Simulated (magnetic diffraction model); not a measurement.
# Solving a magnetic structure from powder neutron data: Ce₅ZrMn₆In

Space group P-6m2 (no. 187), a = 5.6650 Å, c = 9.4230 Å.

| site | atom | x | y | z |
| --- | --- | --- | --- | --- |
| 1d | Ce | 1/3 | 2/3 | 1/2 |
| 1e | Ce | 2/3 | 1/3 | 0 |
| 1c | Ce | 1/3 | 2/3 | 0 |
| 2g | Ce | 0 | 0 | 0.1713 |
| 1f | In | 2/3 | 1/3 | 1/2 |
| 1b | Zr | 0 | 0 | 1/2 |
| 6n | Mn | 0.5009 | 0.0018 | 0.2597 |

This is a made-up structure (elements placed in a structure type, unrelaxed), so the numbers test the method and describe no known phase.

Only Ce is taken to order (form factors of Ce3+); orders and moment sizes are assumed, and not adapted to the symmetry. Radiation: neutrons of λ = 2.52 Å, 3° to 80°; isotropic B of 0.47 Å² (Ce), 0.58 Å² (In), 0.48 Å² (Zr) and 0.54 Å² (Mn). The intensities are simulated: I ∝ L Σ (|F_N|² + |F_M⊥|²) for unpolarised neutrons, with F_M = 2.695 fm/μB × Σ f(s) S exp(2πi Q·r) exp(−B s²) at Q = H ± k (one set where k and −k are equivalent), only the part normal to Q counting and L = 1/(sin²θ cos θ). For collinear order S is the moment m, which repeats by lattice and centring translations R with the sign exp(−2πi k·R). Form factors are spin-only for 3d ions and dipole or tabulated for f ions, scattering lengths are Sears's of 1992, and absorption is left out. A label names one of the reflections at its angle. The strongest nuclear line in the range is 100, and lines under 0.2 are left out.

Above the ordering temperature:

```csv
2θ (°),index,I
29.76,(1 0 0),34.9
31.02,(0 0 2),86.4
33.66,(1 0 1),3.0
43.53,(1 0 2),33.6
47.30,(0 0 3),8.8
52.83,(1 1 0),100.0
55.36,(1 1 1),0.5
56.89,(1 0 3),24.2
61.81,(2 0 0),9.2
62.53,(1 1 2),14.1
64.11,(2 0 1),0.2
70.78,(2 0 2),14.9
73.60,(1 1 3),14.1
```

Below it (cell unchanged):

```tsv
2θ (°)	I
29.76	37.5
31.02	86.4
33.66	6.0
43.53	42.2
47.30	8.8
52.83	119.8
55.36	5.5
56.89	27.0
61.81	9.8
62.53	17.0
64.11	1.2
70.78	20.0
72.79	1.1
73.60	14.5
```

**Question.** Find the propagation vector, then choose among these models:
A. collinear moments along [001], 1.6 μB on Ce; signs + at (1/3, 2/3, 1/2), − at (2/3, 1/3, 0), + at (1/3, 2/3, 0), − at (0, 0, 0.1713), − at (0, 0, 0.8287)
B. collinear moments along [101], 1.6 μB on Ce; signs + at (1/3, 2/3, 1/2), + at (2/3, 1/3, 0), + at (1/3, 2/3, 0), + at (0, 0, 0.1713), + at (0, 0, 0.8287)
C. collinear moments along [101], 1.6 μB on Ce; signs + at (1/3, 2/3, 1/2), − at (2/3, 1/3, 0), + at (1/3, 2/3, 0), − at (0, 0, 0.1713), − at (0, 0, 0.8287)
D. collinear moments along [001], 1.6 μB on Ce; signs + at (1/3, 2/3, 1/2), + at (2/3, 1/3, 0), + at (1/3, 2/3, 0), + at (0, 0, 0.1713), + at (0, 0, 0.8287)

No line moves, and magnetic intensity falls on nuclear lines such as the one at 52.83°, so the magnetic cell equals the chemical primitive cell: k = 0.

Magnetic intensity, observed (below minus above) and for each model:

| 2θ (°) | index | observed | A | B | C | D |
| --- | --- | --- | --- | --- | --- | --- |
| 15.37 | (0 0 1) | <0.2 | <0.2 | 3.4 | 3.4 | <0.2 |
| 29.76 | (1 0 0) | 2.6 | 34.3 | 2.3 | 29.8 | 2.6 |
| 31.02 | (0 0 2) | <0.2 | <0.2 | 0.8 | 0.9 | <0.2 |
| 43.53 | (1 0 2) | 8.6 | 8.1 | 9.9 | 9.4 | 8.6 |
| 52.83 | (1 1 0) | 19.8 | 0.8 | 17.2 | 0.7 | 19.8 |
| 56.89 | (1 0 3) | 2.7 | 2.7 | 4.2 | 4.2 | 2.7 |
| 61.81 | (2 0 0) | 0.6 | 7.4 | 0.5 | 6.4 | 0.6 |
| 72.79 | (1 0 4) | 0.9 | 1.0 | 1.8 | 2.1 | 0.9 |

Model D matches.

The absence at (0 0 1) is telling: Q lies along the moments there, so the part normal to Q vanishes.

The structure used: k = (0 0 0), collinear moments along [001], 1.6 μB on Ce; signs + at (1/3, 2/3, 1/2), + at (2/3, 1/3, 0), + at (1/3, 2/3, 0), + at (0, 0, 0.1713), + at (0, 0, 0.8287).

[Logs are printed without paths, hosts, clocks, repeated set-up lines and the standing remarks that a program may print on its own settings, such as how far it seeks lower states.]
